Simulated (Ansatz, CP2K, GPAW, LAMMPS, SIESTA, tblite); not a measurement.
# Running two particles of Al after sintering (141 atoms) with SIESTA

Wanted: SIESTA inputs and outputs for two particles of Al after sintering (141 atoms), checked against a plane-wave reference.

Method: the method is named at each step, in SIESTA 5.4.2.

## (1) The starting structure

The cell holds 141 atoms: 141 Al. Its edges and angles: a = 22.838 Å, b = 23.816 Å, c = 36.621 Å, α = 90.0°, β = 90.0°, γ = 90.0°. It derives from Al (fcc Al). 2 sphere(s) of radius 6.88, 6.19 Å cut from fcc Al (a = 4.05 Å), turned at random and set in contact, in vacuum; annealed 50 ps at 520 K with the Finnis-Sinclair Al potential (Mendelev, file Al_mm.eam.fs of the LAMMPS distribution), cooled to 300 K. Vacuum lies along a, b and c.

The yardstick, on the same geometry:

- method: Kohn-Sham DFT, PBE, PAW, plane waves (Ansatz 0.2.0); cutoff 420 eV, Γ point, fermi-dirac smearing of 0.05 eV; PAW set soft_2
- r.m.s. force component: 0.4629 eV/Å
- longest force: 1.756 eV/Å
- SCF cycles: 9
- time: 69 s on 16 threads of Intel Xeon Platinum 8488C (Sapphire Rapids), shared host
- CPU time: 16 min

## (2) PBE, DZP, shift 0.01 Ry, mesh 300 Ry

Method: Kohn-Sham DFT, PBE, PseudoDojo 0.4.1 norm-conserving pseudopotentials (converted to PSML), numerical atomic orbitals (DZP), diagonalisation.

The .psml files are PseudoDojo norm-conserving potentials that we converted to this format, checked against plane waves on the same files for H, C, O, Si, Ge and Ca alone.

The input, input.fdf:

```
SystemLabel cell
NumberOfAtoms 141
NumberOfSpecies 1
%block ChemicalSpeciesLabel
  1 13 Al
%endblock ChemicalSpeciesLabel
LatticeConstant 1.0 Ang
%block LatticeVectors
  22.83819 0.00000 0.00000
  0.00000 23.81578 0.00000
  0.00000 0.00000 36.62134
%endblock LatticeVectors
PAO.BasisSize DZP
PAO.EnergyShift 0.01 Ry
XC.Functional GGA
XC.Authors PBE
MeshCutoff 300 Ry
%block kgrid_Monkhorst_Pack
  1 0 0 0.0
  0 1 0 0.0
  0 0 1 0.0
%endblock kgrid_Monkhorst_Pack
SolutionMethod diagon
OccupationFunction FD
ElectronicTemperature 580 K
SCF.Mixer.Method Pulay
SCF.Mixer.Weight 0.05
SCF.Mixer.History 8
SCF.Mix Hamiltonian
MaxSCFIterations 300
SCF.DM.Tolerance 1e-04
SCF.H.Tolerance 1.0e-3 eV
WriteForces T
Write.HirshfeldPop T
Write.VoronoiPop T
Write.DM F
Write.H F
XML.Write F
AtomicCoordinatesFormat Fractional
%block AtomicCoordinatesAndAtomicSpecies
  0.57516 0.69578 0.04446 1
  0.67461 0.67424 0.95978 1
  0.68452 0.64902 0.02777 1
  0.47194 0.62280 0.79930 1
  0.45796 0.71541 0.85443 1
  0.57232 0.72842 0.96714 1
  0.71080 0.61513 0.09938 1
  0.67454 0.72458 0.08323 1
  0.60352 0.55691 0.13636 1
  0.61690 0.73900 0.21019 1
  0.50151 0.77421 0.02246 1
  0.50366 0.75554 0.09354 1
  0.50650 0.72148 0.17273 1
  0.56702 0.75758 0.89638 1
  0.59525 0.56876 0.85613 1
  0.56355 0.67099 0.84048 1
  0.49285 0.52658 0.81671 1
  0.70644 0.52743 0.04397 1
  0.69324 0.48040 0.91776 1
  0.68921 0.56510 0.97165 1
  0.58455 0.61057 0.99022 1
  0.58358 0.52780 0.93148 1
  0.59910 0.49995 0.00531 1
  0.68693 0.59138 0.90600 1
  0.58308 0.64843 0.91693 1
  0.48154 0.60941 0.87344 1
  0.48665 0.59002 0.94600 1
  0.39362 0.77710 0.90873 1
  0.46635 0.69677 0.93046 1
  0.58998 0.66556 0.11699 1
  0.60497 0.47661 0.07829 1
  0.59134 0.58651 0.06359 1
  0.48799 0.63736 0.07790 1
  0.48968 0.55562 0.01826 1
  0.49863 0.52024 0.09659 1
  0.47409 0.66594 0.00096 1
  0.39653 0.75104 0.97935 1
  0.37341 0.64262 0.96006 1
  0.36783 0.60214 0.03326 1
  0.49332 0.79869 0.94579 1
  0.30536 0.69075 0.01686 1
  0.38369 0.58101 0.10472 1
  0.40958 0.68706 0.12391 1
  0.60313 0.77526 0.13403 1
  0.40307 0.71900 0.05335 1
  0.59003 0.45826 0.87532 1
  0.37657 0.58609 0.83285 1
  0.47746 0.41462 0.84192 1
  0.69751 0.44213 0.99163 1
  0.60826 0.42253 0.95087 1
  0.49272 0.47562 0.96003 1
  0.49572 0.38851 0.90719 1
  0.50925 0.36092 0.98318 1
  0.48149 0.49795 0.89061 1
  0.38644 0.55751 0.90814 1
  0.38249 0.47541 0.84862 1
[... 81 atom lines left out ...]
  0.38901 0.55061 0.18161 1
  0.70270 0.57604 0.17092 1
  0.69556 0.64968 0.22497 1
  0.68517 0.69075 0.15590 1
%endblock AtomicCoordinatesAndAtomicSpecies
```

Run with:

```bash
$ OMP_NUM_THREADS=1 mpirun -np 4 siesta < input.fdf > output.txt
```

Output:

```text
Version         : 5.4.2
reinit: System Name:
reinit: System Label: cell
initatom: Reading input for the pseudopotentials and atomic orbitals ----------
Species number:   1 Atomic number:   13 Label: Al
Ground state valence configuration (from tables):   3s02  3p01  3d00  4f00
---- Processing specs for species: Al
GGA--PBE XC_GGA_X_PBE--XC_GGA_C_PBE pb
Al pseudopotential only contains V_ls up to l=2 -- lmxkb reset.
Using PAO.SplitTailNorm
%block ChemicalSpeciesLabel
    1   13 Al                      # Species index, atomic number, species label
%endblock ChemicalSpeciesLabel
%block PAO.Basis                 # Define Basis set
Al                    2                    # Species label, number of l-shells
 n=3   0   2                         # n, l, Nzeta
   6.130      4.449
   1.000      1.000
 n=3   1   2 P   1                   # n, l, Nzeta, Polarization, NzetaPol
   7.969      5.883
   1.000      1.000
%endblock PAO.Basis
coor:   Atomic-coordinates input format  =     Fractional
siesta: System type = chain
initatomlists: Number of atoms, orbitals, and projectors:    141  1833  2538
siesta: ******************** Simulation parameters ****************************
Total number of electrons:   423.000000
Total ionic charge:   423.000000
 Kpoints in:            1 . Kpoints trimmed:            1
siesta: k-grid: Number of k-points = 1
siesta: k-points from Monkhorst-Pack grid
siesta: k-cutoff (effective) =    11.419 Ang
siesta: k-point supercell and displacements
siesta: k-grid:     1     0     0      0.000
siesta: k-grid:     0     1     0      0.000
siesta: k-grid:     0     0     1      0.000
                     ====================================
                        Single-point calculation
                     ====================================
outcell: Unit cell vectors (Ang):
       22.838190    0.000000    0.000000
        0.000000   23.815780    0.000000
        0.000000    0.000000   36.621340
outcell: Cell vector modules (Ang)   :   22.838190   23.815780   36.621340
outcell: Cell angles (23,13,12) (deg):     90.0000     90.0000     90.0000
outcell: Cell volume (Ang**3)        :  19918.6877
new_DM -- step:     1
Initializing Density Matrix...
Attempting to read DM from file... Failed...
DM filled with atomic data:
InitMesh: MESH = 240 x 250 x 384 = 23040000
InitMesh: Mesh cutoff (required, used) =   300.000   303.876 Ry
stepf: Fermi-Dirac step function
        iscf     Eharris(eV)        E_KS(eV)     FreeEng(eV)     dDmax    Ef(eV) dHmax(eV)
   scf:    1    -8440.762541    -8774.315797    -8774.885653  1.801638 -4.381154 11.475457
   scf:    2    -8809.093682    -8800.413551    -8800.972628  0.045644 -4.182399  5.525314
   scf:    3    -8805.439021    -8805.139400    -8805.700197  0.026092 -4.094846  3.354634
   scf:    4    -8807.341551    -8807.255400    -8807.821559  0.015466 -4.043655  1.809008
   scf:    5    -8809.015794    -8808.341165    -8808.906193  0.012176 -3.995466  0.712855
   scf:    6    -8809.515196    -8809.071471    -8809.638351  0.013611 -3.947297  0.312575
   scf:    7    -8809.316250    -8809.207868    -8809.775550  0.005300 -3.934910  0.219832
   scf:    8    -8809.343763    -8809.281436    -8809.850415  0.004782 -3.929874  0.138033
   scf:    9    -8809.390571    -8809.342085    -8809.912889  0.006756 -3.929434  0.081342
   scf:   10    -8809.372150    -8809.357642    -8809.928907  0.002851 -3.930929  0.069799
   scf:   11    -8809.389550    -8809.374569    -8809.946217  0.004476 -3.936066  0.044217
   scf:   12    -8809.386516    -8809.380691    -8809.952381  0.002411 -3.940269  0.040833
[...]
scf:   20    -8809.392477    -8809.392438    -8809.964250  0.000195 -3.960107  0.001957
   scf:   21    -8809.392463    -8809.392451    -8809.964255  0.000042 -3.959853  0.001055
   scf:   22    -8809.392510    -8809.392481    -8809.964277  0.000220 -3.959958  0.000946
   scf:   23    -8809.392494    -8809.392487    -8809.964280  0.000042 -3.959891  0.001028
   scf:   24    -8809.392512    -8809.392500    -8809.964286  0.000096 -3.959892  0.000641
SCF Convergence by DM+H criterion
max |DM_out - DM_in|         :     0.0000960084
max |H_out - H_in|      (eV) :     0.0006409628
SCF cycle converged after 24 iterations
Using DM_out to compute the final energy and forces
siesta: E_KS(eV) =            -8809.3925
siesta: E_KS - E_eggbox =     -8809.3925
siesta: Atomic forces (eV/Ang):
     1    0.394301    0.275113   -0.306674
     2    0.277195    0.608430   -0.379368
     3    0.212304   -0.271426    0.533689
     4   -0.181645    1.509835   -0.491465
     5    0.032085    0.532776   -0.072765
     6    0.514508   -0.247042    0.831376
     7   -0.337303   -0.289205   -0.139097
     8    0.196358    0.301431    0.008779
     9   -0.289063   -0.500337   -0.207598
    10   -0.038784    0.496690    0.194084
    11   -0.334344    0.391791   -0.606571
    12   -0.097203   -0.054374    0.552148
[...]
137    0.164735   -0.473157   -0.263892
   138    1.046445    0.266406    0.248122
   139    0.528804    0.163133    0.175943
   140   -0.049974    0.119157    0.472847
   141    0.620676    0.107023   -0.012188
----------------------------------------
   Tot   -0.001295    0.000812    0.002495
----------------------------------------
   Max    1.590735
   Res    0.509526    sqrt( Sum f_i^2 / 3N )
----------------------------------------
   Max    1.590735    constrained
Stress tensor Voigt[x,y,z,yz,xz,xy] (kbar):       -2.04       -3.01       -0.86       -0.36        0.16        0.34
(Free)E + p*V (eV/cell)    -8785.4593
Target enthalpy (eV/cell)    -8809.9643
siesta: Program's energy decomposition (eV):
siesta: Ebs     =     -3369.298850
siesta: Eions   =     20336.483040
siesta: Ena     =     10541.976081
siesta: Ekin    =      3090.207496
siesta: Enl     =      1543.019227
siesta: DEna    =       371.869917
siesta: DUscf   =        11.909737
siesta: Ex      =     -3471.187624
siesta: Ec      =      -560.704294
siesta: Exc     =     -4031.891918
siesta: Eharris =     -8809.392512
siesta: Etot    =     -8809.392500
siesta: FreeEng =     -8809.964286
siesta: Final energy (eV):
siesta:  Band Struct. =   -3369.298850
siesta:       Kinetic =    3090.207496
siesta:       Hartree =   64738.597484
siesta:         Exch. =   -3471.187624
siesta:         Corr. =    -560.704294
siesta:   Exch.-corr. =   -4031.891918
siesta:  Ion-electron = -131944.900265
siesta:       Ion-ion =   59338.594703
siesta:         Total =   -8809.392500
siesta:         Fermi =      -3.959892
siesta: Stress tensor (static) (eV/Ang**3):
siesta:    -0.001275    0.000212    0.000100
siesta:     0.000212   -0.001877   -0.000223
siesta:     0.000100   -0.000223   -0.000538
siesta: Cell volume =      19918.687721 Ang**3
siesta: Pressure (static):
siesta:                Solid            Molecule  Units
siesta:           0.00001340          0.00000041  Ry/Bohr**3
siesta:           0.00123025          0.00003790  eV/Ang**3
siesta:           1.97107875          0.06071648  kBar
    Orbital volume contribution        =         167.617969 eV
    (Free)E + p_basis*V_orbitals       =       -8642.346317 eV
    (Free)Eharris+ p_basis*V_orbitals  =       -8642.346329 eV
siesta: Electric dipole (a.u.)  =    0.377202    0.575322   -0.000000
siesta: Electric dipole (Debye) =    0.958751    1.462324   -0.000000
Hirshfeld Atomic Populations:
Atom #   charge [q] valence [e]  Species
     1    -0.007364    3.007364  Al
     2    -0.007634    3.007634  Al
     3     0.005566    2.994434  Al
     4    -0.011097    3.011097  Al
     5     0.010320    2.989680  Al
     6     0.000320    2.999680  Al
     7     0.033615    2.966385  Al
     8    -0.002123    3.002123  Al
     9    -0.000741    3.000741  Al
    10     0.002670    2.997330  Al
    11     0.020707    2.979293  Al
    12     0.010901    2.989099  Al
[...]
--------------------
 Total    -0.000001
Voronoi Atomic Populations:
Atom #   charge [q] valence [e]  Species
[...]
137    -0.007481    3.007481  Al
   138    -0.002160    3.002160  Al
   139    -0.004082    3.004082  Al
   140    -0.007507    3.007507  Al
   141     0.004162    2.995838  Al
--------------------
 Total    -0.000001
```

Run time: 7 min. Hardware: 4 MPI ranks of Intel Xeon Platinum 8488C (Sapphire Rapids), shared host; peak memory 8.1 GiB; 28 min of CPU time.

Banners, paths, timers and routine set-up lines are dropped from the logs unmarked, and long logs keep their key lines alone; longer cuts are marked.

Against the reference:

```
r.m.s. force component                  : 0.5095 eV/Å
r.m.s. difference of force components   : 65.14 meV/Å
longest difference of force vectors     : 213.1 meV/Å
force difference over r.m.s. force      : 14.07 %
slope of forces against the reference's : 1.096
correlation of force components         : 0.9956
```

The surroundings of Al48, which bears the longest force, nearest first, numbered as they follow in the input and with coordinates relative to it.

| atom | x | y | z | distance (Å) | bonds | Hirshfeld charge (e) | Fx | Fy | Fz (eV/Å) |
| --- | --- | --- | --- | --- | --- | --- | --- | --- | --- |
| Al48 | 0.00 | 0.00 | 0.00 | 0.00 | 6 | -0.01 | 1.09 | 0.51 | -1.54 |
| Al52 | 0.42 | -0.62 | 2.39 | 2.50 | 9 | 0.00 | 0.99 | -0.55 | 1.52 |
| Al77 | -1.85 | -1.35 | 1.08 | 2.54 | 6 | 0.01 | -0.60 | -0.71 | 0.05 |
| Al56 | -2.17 | 1.45 | 0.25 | 2.62 | 9 | 0.00 | 0.10 | 0.42 | -0.43 |
| Al54 | 0.09 | 1.98 | 1.78 | 2.67 | 12 | -0.02 | 0.21 | 0.83 | -0.05 |
| Al17 | 0.35 | 2.67 | -0.92 | 2.84 | 7 | 0.02 | 0.10 | -1.59 | 0.58 |
| Al46 | 2.57 | 1.04 | 1.22 | 3.03 | 7 | 0.01 | 0.12 | -0.69 | -0.35 |
| Al57 | -1.98 | 0.66 | 2.87 | 3.55 | 12 | -0.01 | 0.35 | 0.54 | 0.82 |
| Al78 | -4.12 | 0.07 | 1.35 | 4.34 | 6 | -0.02 | -0.74 | -0.15 | 0.11 |

Forces lie 14 % from the reference's, at 1.8 times its CPU time (on 4 against 16 cores).

## (3) PBE, DZ, shift 0.01 Ry, mesh 300 Ry

Method: Kohn-Sham DFT, PBE, PseudoDojo 0.4.1 norm-conserving pseudopotentials (converted to PSML), numerical atomic orbitals (DZ), diagonalisation.

input.fdf, as its differences from that of step 2:

```diff
@@ -12,3 +12,3 @@
 %endblock LatticeVectors
-PAO.BasisSize DZP
+PAO.BasisSize DZ
 PAO.EnergyShift 0.01 Ry
```

Run with:

```bash
$ OMP_NUM_THREADS=1 mpirun -np 2 siesta < input.fdf > output.txt
```

Output:

```text
Version         : 5.4.2
reinit: System Name:
reinit: System Label: cell
initatom: Reading input for the pseudopotentials and atomic orbitals ----------
Species number:   1 Atomic number:   13 Label: Al
Ground state valence configuration (from tables):   3s02  3p01  3d00  4f00
---- Processing specs for species: Al
GGA--PBE XC_GGA_X_PBE--XC_GGA_C_PBE pb
Using PAO.SplitTailNorm
[... lines left out ...]
        iscf     Eharris(eV)        E_KS(eV)     FreeEng(eV)     dDmax    Ef(eV) dHmax(eV)
[... lines left out ...]
SCF Convergence by DM+H criterion
[... lines left out ...]
SCF cycle converged after 25 iterations
[... lines left out ...]
   Max    1.983292
[... lines left out ...]
   Max    1.983292    constrained
Stress tensor Voigt[x,y,z,yz,xz,xy] (kbar):       -7.57       -8.98       -6.61       -0.28        0.16        0.35
[... lines left out ...]
siesta: FreeEng =     -8760.099085
[... lines left out ...]
siesta:         Fermi =      -4.083222
[... lines left out ...]
siesta:                Solid            Molecule  Units
siesta:           0.00005246          0.00003105  Ry/Bohr**3
siesta:           0.00481624          0.00285126  eV/Ang**3
siesta:           7.71646653          4.56822557  kBar
    Orbital volume contribution        =         112.325750 eV
    (Free)E + p_basis*V_orbitals       =       -8647.773335 eV
    (Free)Eharris+ p_basis*V_orbitals  =       -8647.773343 eV
siesta: Electric dipole (a.u.)  =    0.497089    0.741723   -0.000000
siesta: Electric dipole (Debye) =    1.263475    1.885273   -0.000000
Hirshfeld Atomic Populations:
Atom #   charge [q] valence [e]  Species
     1    -0.005369    3.005369  Al
     2    -0.006240    3.006240  Al
     3     0.010770    2.989230  Al
[...]
--------------------
 Total     0.000040
Voronoi Atomic Populations:
Atom #   charge [q] valence [e]  Species
[...]
140     0.003255    2.996745  Al
   141    -0.000280    3.000280  Al
--------------------
 Total     0.000040
```

The job ended after 6.9 min (2 MPI ranks; peak memory 4.7 GiB; 14 min of CPU time).

Compared with the plane-wave run:

* r.m.s. force component: 0.6734 eV/Å
* r.m.s. difference of force components: 271.4 meV/Å
* longest difference of force vectors: 770.5 meV/Å
* force difference over r.m.s. force: 58.63 %
* slope of forces against the reference's: 1.386
* correlation of force components: 0.953

This is a coarse setting, run to see what it loses.

Against the first run (14 %), the force difference from the reference is 59 %, at 0.49 times the CPU time (on 2 against 4 cores), with 1128 basis functions against 1833: the smaller basis costs accuracy.

## (4) PBE, DZP, shift 0.04 Ry, mesh 300 Ry

Method: Kohn-Sham DFT, PBE, PseudoDojo 0.4.1 norm-conserving pseudopotentials (converted to PSML), numerical atomic orbitals (DZP), diagonalisation.

input.fdf, as its differences from that of step 3:

```diff
@@ -12,4 +12,4 @@
 %endblock LatticeVectors
-PAO.BasisSize DZ
-PAO.EnergyShift 0.01 Ry
+PAO.BasisSize DZP
+PAO.EnergyShift 0.04 Ry
 XC.Functional GGA
```

Run with:

```bash
$ OMP_NUM_THREADS=1 mpirun -np 4 siesta < input.fdf > output.txt
```

Output:

```text
Version         : 5.4.2
reinit: System Name:
reinit: System Label: cell
initatom: Reading input for the pseudopotentials and atomic orbitals ----------
Species number:   1 Atomic number:   13 Label: Al
Ground state valence configuration (from tables):   3s02  3p01  3d00  4f00
---- Processing specs for species: Al
GGA--PBE XC_GGA_X_PBE--XC_GGA_C_PBE pb
[... lines left out ...]
        iscf     Eharris(eV)        E_KS(eV)     FreeEng(eV)     dDmax    Ef(eV) dHmax(eV)
[... lines left out ...]
SCF Convergence by DM+H criterion
[... lines left out ...]
SCF cycle converged after 20 iterations
[... lines left out ...]
   Max    1.555504
[... lines left out ...]
   Max    1.555504    constrained
Stress tensor Voigt[x,y,z,yz,xz,xy] (kbar):       -1.00       -1.78        0.52       -0.48        0.19        0.32
[... lines left out ...]
siesta: FreeEng =     -8797.666338
[... lines left out ...]
siesta:         Fermi =      -3.103094
[... lines left out ...]
siesta:                Solid            Molecule  Units
siesta:           0.00000513         -0.00000520  Ry/Bohr**3
siesta:           0.00047062         -0.00047784  eV/Ang**3
siesta:           0.75401620         -0.76559113  kBar
    Orbital volume contribution        =          89.469994 eV
    (Free)E + p_basis*V_orbitals       =       -8708.196344 eV
    (Free)Eharris+ p_basis*V_orbitals  =       -8708.196373 eV
siesta: Electric dipole (a.u.)  =    0.373352    0.588853   -0.000000
siesta: Electric dipole (Debye) =    0.948966    1.496715   -0.000000
Hirshfeld Atomic Populations:
Atom #   charge [q] valence [e]  Species
     1    -0.004212    3.004212  Al
     2    -0.009302    3.009302  Al
     3     0.005687    2.994313  Al
[...]
--------------------
 Total    -0.000176
Voronoi Atomic Populations:
Atom #   charge [q] valence [e]  Species
[...]
140    -0.002317    3.002317  Al
   141     0.005842    2.994158  Al
--------------------
 Total    -0.000176
```

The job ended after 3.4 min (4 MPI ranks; peak memory 6.4 GiB; 13 min of CPU time).

Numbers from this run, and their distance from the reference:

| Item | Value |
| --- | --- |
| r.m.s. force component | 0.5155 eV/Å |
| r.m.s. difference of force components | 60.08 meV/Å |
| longest difference of force vectors | 213.2 meV/Å |
| force difference over r.m.s. force | 12.98 % |
| slope of forces against the reference's | 1.112 |
| correlation of force components | 0.9982 |

This is a coarse setting, run to see what it loses.

Against the first run (14 %), the force difference from the reference is 13 %, at 0.48 times the CPU time: tighter orbitals come nearer here, likely by a cancellation of errors.

[end of part 1 of 2]

[Also dropped from logs without a mark: logging warnings of Python, and SIESTA's first energy breakdown and zero terms.]

[Logs are printed without paths, hosts, clocks, repeated set-up lines and the standing remarks that a program may print on its own settings, such as how far it seeks lower states.]

[Hosts, paths, dates, database ids (printed as entryN), source tags and the programs' standing remarks are cut or masked in the printed files.]
